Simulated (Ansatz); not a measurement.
**1T-VSeTe bilayer (like faces together) in a perpendicular field**

Aim: how the 1T-VSeTe bilayer (like faces together) screens a field along its normal, and what the field does to its bands. A positive field points along +c.

Method: plane-wave DFT, LDA, Ansatz PAW, in Ansatz 0.2.0.

## (1) Set-up

The cell holds 6 atoms: 2 Te, 2 V and 2 Se. Its edges and angles: a = 3.465 Å, b = 3.465 Å, c = 51.564 Å, α = 90.0°, β = 90.0°, γ = 120.0°. Regions: layer 1: 1T-VSeTe, 3 atoms (1 Te, 1 V and 1 Se); layer 2: 1T-VSeTe, 3 atoms (1 Te, 1 V and 1 Se). Vacuum lies along c.

## (2) Relaxing the slab

The starting cell is a guess, so the in-plane lattice and the atoms are relaxed first, with the slab cut off from its images along the normal.

input.yaml reads:

```yaml
crystal:
  lattice:
    - [3.465, 0.0, 0.0]
    - [-1.7325, 3.0007780241, 0.0]
    - [0.0, 0.0, 51.5640912129]
  atoms:
    - { symbol: Te, position: [0.6666666667, 0.3333333333, 0.4004724899] }
    - { symbol: V, position: [0.0, 0.0, 0.4378249607], spin: 1.0 }
    - { symbol: Se, position: [0.3333333333, 0.6666666667, 0.4699403216] }
    - { symbol: Te, position: [0.0, 0.0, 0.5995275101] }
    - { symbol: V, position: [0.3333333333, 0.6666666667, 0.5621750393], spin: 1.0 }
    - { symbol: Se, position: [0.6666666667, 0.3333333333, 0.5300596784] }
  periodic: [true, true, false]
magnetization:
  spin_polarized: true
kpoints:
  mp_grid: { grid: [12, 12, 1] }
hamiltonian:
  xc: lda
scf:
  occupations: { method: fermi_dirac, width: 0.05 }
  convergence: { dr2_threshold: 1.0e-09 }
relax:
  f_tol: 0.004
  max_steps: 90
  cell: {}
output:
  write_potential: true
  write_density: true
  volumetric_format: npy
```

On the command line:

```
ansatz run input.yaml --threads 4 --pin off --max-ram 6144MiB --backend cpu --events-out ev --progress --plain --runs-dir out
```

Numbers of over 12 decimals in the logs are rounded to 6 here.

Output:

```text
Warning: relax.cell: scf.convergence.dr2_threshold = 1e-9 eV is looser than the 1.46115734956e-10 eV advised for a relaxation that steers and ends on the stress (1e-10 eV for each atom of the cell: 6, times the square of relax.cell.stress_2d_tol = 0.05 N/m over 20.3 Å (the atoms' height at the walk's start and 5 Å past either face), 2.467e-2 GPa, over a crystal's default 0.05). What an SCF threshold leaves in a stress goes as its square root, and in the free energy as the threshold itself, and one threshold admits the most on a small cell: [figures from the program's tests cut] Set scf.convergence.dr2_threshold to 1.46115734956e-10 eV or tighter. [rest of the remark cut]
Engine: ansatz 0.2.0, x86_64-unknown-linux-gnu
Pseudopotentials: kind: paw
Pseudopotential: Te, paw, valence charge 16, recommended cutoff 420 eV (normal), Te.paw.azcp
Pseudopotential: V, paw, valence charge 13, recommended cutoff 420 eV (normal), V.paw.azcp
Pseudopotential: Se, paw, valence charge 16, recommended cutoff 420 eV (normal), Se.paw.azcp
Functional definition: SPW92
  exchange = slater_x
  correlation = pw_c
Crystal: 6 atoms, lattice volume = 536.148 Å³
Basis set: ecut = 420 eV, 10427 PW (Γ)
Bands: 56, of which v1, the nominal top of the filled ones, is band 45 counted from 1 (44 counted from 0)
Symmetry: 6 space group operations
Space group: P3m1 (ITA 156), of the structure as read, at distance tolerance 8.1e-5 Å
Magnetic group: BNS 156.49 (UNI 1279), of the structure as read, at distance tolerance 8.1e-5 Å
k-points: 19 of 144 (time reversal used)
Non-local potential: Te, projectors of the file, l = 0: 2, l = 1: 2, l = 2: 2, l = 3: 2
Non-local potential: V, projectors of the file, l = 0: 3, l = 1: 2, l = 2: 3, l = 3: 1
Non-local potential: Se, projectors of the file, l = 0: 2, l = 1: 2, l = 2: 3, l = 3: 1
PAW form: soft (Blöchl's): semilocal exchange-correlation on the pseudo side does not see the compensation charge
PAW frozen core: Te, regenerated for the run's functional, and the local potential with it (the file was generated under x = pbe(κ = 0.804, μ = 0.219515), c = pbe(β = 0.066725))
PAW frozen core: V, regenerated for the run's functional, and the local potential with it (the file was generated under x = pbe(κ = 0.804, μ = 0.219515), c = pbe(β = 0.066725))
PAW frozen core: Se, regenerated for the run's functional, and the local potential with it (the file was generated under x = pbe(κ = 0.804, μ = 0.219515), c = pbe(β = 0.066725))
PAW one-centre angular grid: Te, 590 points (default); XC on 64 Gauss nodes
PAW one-centre angular grid: V, 590 points (default); XC on 64 Gauss nodes
PAW one-centre angular grid: Se, 590 points (default); XC on 64 Gauss nodes
Initial density: superposition of atomic densities (neutral atoms: chi_scale 0, normalization atom)
Starting moments: Σ|m| = 2 μB on 2 of 6 sites
Initial wavefunctions: pseudopotential atomic-orbital guess
Functional: x = slater, c = lda
SCF iter   1: F=—  HF=-30144.854703 eV  |F-HF|=—  |Δ(HF+E_count)|=         —  Δρ=1.10e-2 (↑1.10e-2 ↓8.36e-3)  dr2=4.94e0  dr2_m=5.10e-2  M=1.516 μB ∫|m|=1.964 μB  β_m=0.30  ethr=3.10e-3  ⟨swp⟩=17.2  Hψ=13257  notcnv=0  defer=4
Mixer restart at iter 1: flushing history
preconditioner: auto → LDOS  [metal: Δε(μ)=0.050 eV  Ē_g=7.223 eV  σ=0.050 eV  W_gap=0.24  n_scr=32 (ndim 8)  ℏωp=9.4 eV  f_vac=0.719  D(μ)=3.18/eV (n_scr^D=16)]
spin=Collinear: LDOS preconditioning applied to the charge; magnetization (m = ρ↑ − ρ↓) channel mixes plain (no charge-response kernel on spin).
SCF iter   2: F=—  HF=-30143.967075 eV  |F-HF|=—  |Δ(HF+E_count)|=   8.88e-1  Δρ=6.12e-3 (↑6.12e-3 ↓4.96e-3)  dr2=9.99e-1  dr2_m=2.07e-2  M=1.540 μB ∫|m|=1.981 μB  β_m=0.41  ethr=3.10e-3  ⟨swp⟩=3.3  Hψ=3540  notcnv=0  defer=75
SCF iter   3: F=—  HF=-30143.835668 eV  |F-HF|=—  |Δ(HF+E_count)|=   1.31e-1  Δρ=2.11e-3 (↑2.11e-3 ↓1.96e-3)  dr2=6.15e-2  dr2_m=3.80e-3  M=1.540 μB ∫|m|=1.979 μB  β_m=0.56  ethr=1.11e-3  ⟨swp⟩=3.0  Hψ=3667  notcnv=0  defer=75
SCF iter   4: F=—  HF=-30143.870668 eV  |F-HF|=—  |Δ(HF+E_count)|=         —  Δρ=1.43e-3 (↑1.43e-3 ↓1.15e-3)  dr2=3.34e-3  dr2_m=7.15e-3  M=1.433 μB ∫|m|=1.827 μB  β_m=0.56  ethr=6.83e-5  ⟨swp⟩=3.5  Hψ=4594  notcnv=0  defer=74
SCF iter   5: F=—  HF=-30143.872203 eV  |F-HF|=—  |Δ(HF+E_count)|=   1.53e-3  Δρ=6.01e-4 (↑6.01e-4 ↓5.63e-4)  dr2=3.87e-4  dr2_m=1.46e-3  M=1.432 μB ∫|m|=1.820 μB  β_m=0.78  ethr=3.72e-6  ⟨swp⟩=3.0  Hψ=3665  notcnv=0  defer=72
SCF iter   6: F=—  HF=-30143.872597 eV  |F-HF|=—  |Δ(HF+E_count)|=   3.94e-4  Δρ=1.33e-4 (↑1.00e-4 ↓1.33e-4)  dr2=2.89e-5  dr2_m=6.37e-5  M=1.423 μB ∫|m|=1.800 μB  β_m=0.74  ethr=4.31e-7  ⟨swp⟩=3.1  Hψ=3632  notcnv=0  defer=72
SCF iter   7: F=—  HF=-30143.872576 eV  |F-HF|=—  |Δ(HF+E_count)|=   2.07e-5  Δρ=5.18e-5 (↑5.14e-5 ↓5.18e-5)  dr2=5.31e-6  dr2_m=1.21e-5  M=1.420 μB ∫|m|=1.794 μB  β_m=0.87  ethr=3.21e-8  ⟨swp⟩=3.4  Hψ=4225  notcnv=0  defer=72
SCF iter   8: F=—  HF=-30143.872585 eV  |F-HF|=—  |Δ(HF+E_count)|=   8.38e-6  Δρ=1.14e-5 (↑1.06e-5 ↓1.14e-5)  dr2=3.55e-6  dr2_m=1.08e-7  M=1.418 μB ∫|m|=1.790 μB  β_m=0.81  ethr=5.90e-9  ⟨swp⟩=2.9  Hψ=4240  notcnv=0  defer=72
SCF iter   9: F=—  HF=-30144.759883 eV  |F-HF|=—  |Δ(HF+E_count)|=         —  Δρ=2.25e-2 (↑2.25e-2 ↓2.24e-2)  dr2=1.03e-2  dr2_m=2.47e0  M=-0.300 μB ∫|m|=2.136 μB  β_m=1.00  ethr=3.94e-9  ⟨swp⟩=3.0  Hψ=3809  notcnv=0  defer=72
Mixer restart at iter 9: flushing history
SCF iter  10: F=—  HF=-30143.894689 eV  |F-HF|=—  |Δ(HF+E_count)|=   8.65e-1  Δρ=3.46e-3 (↑3.46e-3 ↓3.26e-3)  dr2=2.13e-2  dr2_m=5.53e-2  M=0.008 μB ∫|m|=1.827 μB  β_m=0.81  ethr=5.56e-5  ⟨swp⟩=3.9  Hψ=4668  notcnv=0  defer=72
SCF iter  11: F=—  HF=-30143.876485 eV  |F-HF|=—  |Δ(HF+E_count)|=   1.82e-2  Δρ=8.42e-4 (↑8.35e-4 ↓8.42e-4)  dr2=5.51e-4  dr2_m=3.40e-3  M=0.001 μB ∫|m|=1.793 μB  β_m=0.91  ethr=2.37e-5  ⟨swp⟩=2.8  Hψ=3021  notcnv=0  defer=72
SCF iter  12: F=—  HF=-30143.875968 eV  |F-HF|=—  |Δ(HF+E_count)|=   5.17e-4  Δρ=2.73e-4 (↑2.64e-4 ↓2.73e-4)  dr2=1.75e-3  dr2_m=2.26e-4  M=0.015 μB ∫|m|=1.764 μB  β_m=0.75  ethr=6.12e-7  ⟨swp⟩=4.2  Hψ=4744  notcnv=0  defer=72
SCF iter  13: F=—  HF=-30143.875580 eV  |F-HF|=—  |Δ(HF+E_count)|=   3.88e-4  Δρ=6.54e-5 (↑6.54e-5 ↓6.26e-5)  dr2=3.60e-5  dr2_m=1.73e-5  M=0.011 μB ∫|m|=1.764 μB  β_m=0.75  ethr=6.12e-7  ⟨swp⟩=3.0  Hψ=3658  notcnv=0  defer=72
SCF iter  14: F=—  HF=-30143.875578 eV  |F-HF|=—  |Δ(HF+E_count)|=   1.91e-6  Δρ=2.72e-5 (↑2.53e-5 ↓2.72e-5)  dr2=1.80e-6  dr2_m=3.29e-6  M=0.012 μB ∫|m|=1.759 μB  β_m=0.86  ethr=4.00e-8  ⟨swp⟩=3.1  Hψ=3870  notcnv=0  defer=71
[...]
relax step   7: F+E_penalty+E_count = -30144.78818365 eV  Δ(F+E_penalty+E_count) = +3.337e-6 eV  max|allowed force component| = 1.220e-2 eV/Å  Δτ_max = 0.0034 Å  P = -0.032 N/m  Ω = 504.413 Å³  energy of the carried Pulay correction = +2.143e-3 eV  fix = [c, alpha, beta]  reactions: c -0.000 N/m  (8 SCF iters, accepted)
[...]
relax step   8: F+E_penalty+E_count = -30144.78820538 eV  Δ(F+E_penalty+E_count) = -2.173e-5 eV  max|allowed force component| = 2.639e-4 eV/Å  Δτ_max = 0.0016 Å  P = -0.001 N/m  Ω = 504.288 Å³  energy of the carried Pulay correction = +2.152e-3 eV  fix = [c, alpha, beta]  reactions: c -0.000 N/m  (7 SCF iters, accepted)
Initial wavefunctions: pseudopotential atomic-orbital guess (no wavefunctions were taken with the density)
iter 1 solved again at ethr=3.63e-7 eV; its pass at ethr=3.10e-3 eV (dr2=3.26e-4 eV) is discarded
SCF iter   1: F=—  HF=-30144.786386 eV  |F-HF|=—  |Δ(HF+E_count)|=         —  Δρ=1.87e-5 (↑1.86e-5 ↓1.87e-5)  dr2=3.43e-6  dr2_m=1.22e-11  M=0.000 μB ∫|m|=0.000 μB  β_m=0.65  ethr=3.63e-7  ⟨swp⟩=6.3  Hψ=21140  notcnv=0
preconditioner: auto → LDOS  [metal: Δε(μ)=0.053 eV  Ē_g=7.453 eV  σ=0.050 eV  W_gap=0.25  n_scr=26 (ndim 8)  ℏωp=9.6 eV  f_vac=0.738  D(μ)=4.98/eV (n_scr^D=20)]
spin=Collinear: LDOS preconditioning applied to the charge; magnetization (m = ρ↑ − ρ↓) channel mixes plain (no charge-response kernel on spin).
SCF iter   2: F=—  HF=-30144.786297 eV  |F-HF|=—  |Δ(HF+E_count)|=   8.91e-5  Δρ=6.89e-6 (↑6.85e-6 ↓6.89e-6)  dr2=7.29e-7  dr2_m=5.00e-12  M=0.000 μB ∫|m|=0.000 μB  β_m=0.51  ethr=3.82e-9  ⟨swp⟩=3.5  Hψ=4898  notcnv=0
SCF iter   3: F=—  HF=-30144.786297 eV  |F-HF|=—  |Δ(HF+E_count)|=   2.35e-8  Δρ=2.64e-6 (↑2.60e-6 ↓2.64e-6)  dr2=8.11e-8  dr2_m=6.04e-12  M=0.000 μB ∫|m|=0.000 μB  β_m=0.60  ethr=8.10e-10  ⟨swp⟩=2.7  Hψ=3646  notcnv=0
SCF iter   4: F=—  HF=-30144.786297 eV  |F-HF|=—  |Δ(HF+E_count)|=   1.23e-7  Δρ=4.60e-7 (↑4.53e-7 ↓4.60e-7)  dr2=3.10e-9  dr2_m=3.18e-12  M=0.000 μB ∫|m|=0.000 μB  β_m=0.70  ethr=9.01e-11  ⟨swp⟩=2.7  Hψ=3646  notcnv=0
SCF iter   5: F=—  HF=-30144.786297 eV  |F-HF|=—  |Δ(HF+E_count)|=   2.69e-8  Δρ=1.07e-7 (↑1.07e-7 ↓1.02e-7)  dr2=2.19e-10  dr2_m=1.76e-12  M=0.000 μB ∫|m|=0.000 μB  β_m=0.67  ethr=3.44e-12  ⟨swp⟩=3.8  Hψ=4961  notcnv=0
SCF iter   6: F=-30144.786297 eV  HF=-30144.786297 eV  |F-HF|=9.20e-10  |Δ(HF+E_count)|=  9.42e-10  Δρ=1.01e-7 (↑8.86e-8 ↓1.01e-7)  dr2=3.44e-10  dr2_m=2.34e-13  M=0.000 μB ∫|m|=0.000 μB  ethr=1.00e-12  ⟨swp⟩=12.7  Hψ=15755  notcnv=0
the starting moments were not kept: the SCF closed with an absolute magnetisation of 5.1e-6 μB, where they sum to 2 μB in size (2 sites). That is at most 0.1 of that sum. Measured as dr2_m measures the in/out step, that magnetisation stands 1.2e-11 eV from none, at or under the dr2_threshold of 1.0e-9 eV: it is no larger than a step whose dr2_m would equal this threshold.
SCF 9 converged in 6 iterations: F = -30144.786297 eV  dr2 = 3.44e-10
relax step   9: F+E_penalty+E_count = -30144.78629690 eV  Δ(F+E_penalty+E_count) = +1.908e-3 eV  max|allowed force component| = 2.162e-4 eV/Å  Δτ_max = 0.0000 Å  P = -0.014 N/m  Ω = 504.288 Å³  fix = [c, alpha, beta]  reactions: c -0.000 N/m  stress off target by 1.39e-2 N/m on what of the cell is left free  SCF on the basis re-selected at this cell (its energy is not comparable with the rows above)  (6 SCF iters)
basis re-selected at this cell: Δ(F+E_penalty+E_count) = +1.908e-3 eV, ΔP = -0.012 N/m vs the last step (what re-selecting the basis moved, of the pressure what is left beyond the Pulay correction that the steps carried, after the strain that the cell walked since its last selection, with what the two solves' SCF thresholds leave and, on support functions, any second-order correction that the steps lacked; it is no m [...]
WARN: The output density's exchange-correlation potential varies sharply where the density is thin. Do not read a vacuum level from v_tot or v_xc, or from such a field of the output density. On a cell that repeats whose density bears no net charge and no dipole along the vacuum's axis use v_es (v_loc + v_h of the components); under efield.dipole_correction with no amplitude use v_es + v_field, which holds any externa [...]
SCF converged after 6 iterations
Magnetization: 0.0000 μB (45.0000 up, 45.0000 down)
Absolute magnetization: 0.0000 μB (∫|ρ↑−ρ↓|, with the PAW one-centre terms)
Spin contamination: 0.0000 ħ² per cell (⟨S²⟩ above its minimum at these occupations)
Per-site moments (μB) at R_I (Å): [(-2.0013133093020908e-7, 1.091912), (3.487993874513181e-6, 1.003646), (-5.2772586587476104e-8, 1.003646), (-1.9601162510054673e-8, 1.091313), (1.7299232525630087e-7, 1.004695), (-4.479505290100765e-8, 1.004695)]
Free energy (F): -30144.786297 eV
Harris-Foulkes:  -30144.786297 eV  (|F-HF|=9.20e-10)
Internal energy: -30144.742884 eV  (E = F + TS)
E sigma→0 (E₀):  -30144.764591 eV
Entropy (-TS):   -0.043413 eV (-7.235 meV/atom)
Fermi energy:    -4.678538 eV
--- Per-component energies (eV) ---
  E_band       = -2998.529574
  E_kinetic    = 1280.783405
  E_local      = -684608.662409  (includes V_loc(G=0)·N_el)
  E_nonlocal   = -1867.274870
  E_hartree    = 341837.575168
  E_xc         = -716.882083
  E_vxc        = -740.774123  (∫ρ·V_xc dr)
  E_paw        = -14798.833718  (= ΣΔE_a)
  E_vpaw       = -737.747647  (= ΣTr[D̂ρ^β])
  E_aug_tail   = -0.001059  (compensation charges beyond the density's cutoff)
  E_ewald      = 328722.068336
  E_core_change = 6.484347  (= ΣΔE_core)
  E_smearing   = -0.043413  (= −TS)
  E_closure    = -0.000000  (closes the sum)
  Σ components = -30144.786297   (vs F -30144.786297, Δ=0.00e0)
--- Forces (eV/Å), atoms counted from 1 ---
  atom   1  Te     0.00000000     0.00000000     0.00008025
  atom   2  V     -0.00000000    -0.00000000     0.00025364
  atom   3  Se     0.00000000    -0.00000000     0.00012301
  atom   4  Te     0.00000000     0.00000000    -0.00014212
  atom   5  V      0.00000000    -0.00000000    -0.00008335
  atom   6  Se     0.00000000    -0.00000000    -0.00000662
  max |Σ_I F_I| component: 2.25e-4 eV/Å
--- 2D stress c σ (N/m, compression-positive) ---
       -0.013929      -0.000000      -0.000000
        0.000000      -0.013929      -0.000000
       -0.000000      -0.000000      -0.000000
  P = ½ c Tr σ = -0.0139 N/m
--- Band table (eV; the first three rows and the last of 38) ---
  k-point 0 ↑: bands = [... 41 lower, -4.7350, -4.7350, -4.7156, -4.7156, -3.8376, -3.1413, -3.1413, -2.9826, ... 7 higher]
  k-point 1 ↑: bands = [... 41 lower, -5.0021, -4.8742, -4.8471, -4.8090, -4.2242, -3.3253, -3.1061, -3.0397, ... 7 higher]
  k-point 2 ↑: bands = [... 41 lower, -5.9475, -5.1428, -5.1056, -4.8588, -4.5694, -3.6821, -3.2659, -3.1329, ... 7 higher]
  k-point 18 ↓: bands = [... 41 lower, -7.1689, -7.1524, -7.1452, -4.0515, -4.0279, -3.8729, -3.8475, -3.8263, ... 7 higher]
  the weakly bound empty levels are not read free of the cell's end (no_gap_told)
--- Relaxed structure (8 steps of the walk, 7 accepted, 1 SCFs on fresh bases) ---
  F+E_penalty+E_count = -30144.78629690 eV   max|allowed force component| = 2.162e-4 eV/Å   (the final SCF, on the basis selected at the relaxed cell)
  cell:  # Å, volume = 504.2885 Å³
    - [3.360474, 0, 0]
    - [-1.680237, 2.910256, 0]
    - [0, 0, 51.5640912129]
  atoms:
    - { symbol: Te, position: [0.666667, 0.333333, 0.408577] }
    - { symbol: V, position: [6.250210614568886e-18, 0, 0.443500] }
    - { symbol: Se, position: [0.333333, 0.666667, 0.471973] }
    - { symbol: Te, position: [-8.927261414190673e-18, 0, 0.591422] }
    - { symbol: V, position: [0.333333, 0.666667, 0.556542] }
    - { symbol: Se, position: [0.666667, 0.333333, 0.527986] }
```

Elapsed: 3.8 min, on 4 threads of Intel Xeon Platinum 8488C (Sapphire Rapids), shared host; peak memory 1.8 GiB; 15 min of CPU time.

Relaxation path:

| step | energy less that of the first step (eV) | largest force component (eV/Å) | volume (Å³) |
| --- | --- | --- | --- |
| 1 | 0.0000 | 1.9918 | 536.15 |
| 2 | -0.8024 | 0.2756 | 522.68 |
| 3 | -0.8989 | 0.1561 | 502.15 |
| 4 | -0.8984 | 0.1928 | 503.21 |
| 5 | -0.9115 | 0.0384 | 503.80 |
| 6 | -0.9126 | 0.0071 | 504.10 |
| 7 | -0.9126 | 0.0122 | 504.41 |
| 8 | -0.9126 | 0.0003 | 504.29 |
| 9* | -0.9107 | 0.0002 | 504.29 |

Relaxation steps marked * repeat the geometry before them on a plane-wave basis chosen anew for their cell, so energy and pressure can jump there. Relaxation step 4 was tried and not accepted.

The run keeps the 6 symmetry operations that it works with, so distortions that break them were not tested.

| cell as run | before | after | change |
| --- | --- | --- | --- |
| a (Å) | 3.465 | 3.360 | -3.0 % |
| b (Å) | 3.465 | 3.360 | -3.0 % |

The atoms that moved most (Å, along periodic axes as changes of fractional coordinates times the final cell, across vacuum about the mean position):

| atom | dx | dy | dz | length |
| --- | --- | --- | --- | --- |
| Te4 | 0.000 | 0.000 | -0.418 | 0.418 |
| Te1 | 0.000 | 0.000 | 0.418 | 0.418 |
| V2 | 0.000 | 0.000 | 0.293 | 0.293 |
| V5 | 0.000 | 0.000 | -0.290 | 0.290 |
| Se6 | 0.000 | 0.000 | -0.107 | 0.107 |
| Se3 | 0.000 | 0.000 | 0.105 | 0.105 |

Final coordinates:

```cif
data_structure
_symmetry_space_group_name_H-M 'P 1'
_symmetry_Int_Tables_number 1
_cell_length_a 3.3605
_cell_length_b 3.3605
_cell_length_c 51.5641
_cell_angle_alpha 90.000
_cell_angle_beta 90.000
_cell_angle_gamma 120.000
_cell_volume 504.29
loop_
_atom_site_label
_atom_site_type_symbol
_atom_site_fract_x
_atom_site_fract_y
_atom_site_fract_z
_atom_site_occupancy
Te1 Te 0.66667 0.33333 0.40858 1
V2 V 0.00000 0.00000 0.44350 1
Se3 Se 0.33333 0.66667 0.47197 1
Te4 Te 0.00000 0.00000 0.59142 1
V5 V 0.33333 0.66667 0.55654 1
Se6 Se 0.66667 0.33333 0.52799 1
```

This step gave:

```
energy at zero smearing : -30144.7646 eV
```

The lattice constant a goes from 3.465 to 3.360 Å.

(Continued in part 2 of 3.)

[Logs are printed without paths, hosts, clocks, repeated set-up lines and the standing remarks that a program may print on its own settings, such as how far it seeks lower states.]

[Hosts, paths, dates, database ids (printed as entryN), source tags and the programs' standing remarks are cut or masked in the printed files.]

[Maps of the electrostatic potential energy from Ansatz leave out the sawtooth potential of an applied field or a dipole correction, so their vacuum need not be flat; planar profiles and work functions include it.]
